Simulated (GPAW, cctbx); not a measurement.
# By hand: from a DFT structure factor to an extinction distance in YZrNb

YZrNb, I4/mmm (no. 139), a = 4.3622 Å, b = 4.3622 Å, c = 15.8940 Å, α = 90.00°, β = 90.00°, γ = 90.00°.

```
atom  mult.    x    y       z
 Nb1      4  1/2  1/2  0.3808
 Zr1      4    0  1/2       0
  Y1      4  1/2  1/2  0.1748
```

The start was made by putting kin elements into a known structure type; the compound need not exist, or be stable, in this form.

A DFT run (GPAW, PBE, 450 eV, 6×6×6 k-points, Fermi–Dirac width 0.1 eV) gives the static X-ray structure factor of 002 as 78.147 e for the conventional cell; superposed free atoms give 77.525 e. **Problem.** Find the Fourier component V of the crystal potential and the two-beam extinction distance at 120 kV in both cases.

## Step 1: Geometry

The cell volume is Ω = 302.45 Å³ and d(002) = 7.9470 Å, so g = 1/d = 0.1258 Å⁻¹.

## Step 2: The nuclei

Electrons feel nuclei as well as electrons, so the nuclear charges are summed with the same phases.

Phase sums Σ exp(2πi h·x), turned so that the total is real and positive: Nb +0.293, Zr +4.000, Y -2.341. Then F_Z = 41 × (+0.293) + 40 × (+4.000) + 39 × (-2.341) = 80.72 e. The electron term has the same sign for this reflection.

## Step 3: Mott–Bethe

Poisson's equation, term by term, gives V = (e/4πε₀)(F_Z − F)/(πΩg²), with e/4πε₀ = 14.3996 V Å.

The prefactor is 14.3996 × 7.9470²/(π × 302.45) = 0.95710 V per electron. Free atoms: (80.72 − 77.525) × 0.95710 = 3.059 V. Crystal: (80.72 − 78.147) × 0.95710 = 2.464 V. F changes by +0.80 % and V by -19.5 %: the same 0.62 e is measured against F_Z − F = 3.2 e in place of F = 77.5 e.

## Step 4: Extinction distance

In the two-beam case ξ = 1/(λU) with U = 2γm₀eV/h², that is ξ = 150.41 V Å²/(γλV).

At 120 kV, λ = 0.03349 Å and γ = 1.2348. Free atoms: ξ = 1189 Å. Crystal: ξ = 1476 Å. The thickness fringes go as sin²(πt/ξ), so the two patterns slip by a quarter of a period when t|1/ξ₁ − 1/ξ₀| = 1/4, at t ≈ 153 nm. Thermal motion, absorption and many-beam coupling, left out here, change a real pattern.

## Step 5: Answer

V(002) is 2.46 V against 3.06 V, and ξ is 1476 against 1189 Å. Limits: static atoms, two beams.

[Outputs are excerpts: Python notices, other lines and further rows are left out; steps that failed or that the build refused (PBEsol, TPSS) are not shown.]

[Logs are printed without paths, hosts, clocks, repeated set-up lines and the standing remarks that a program may print on its own settings, such as how far it seeks lower states.]
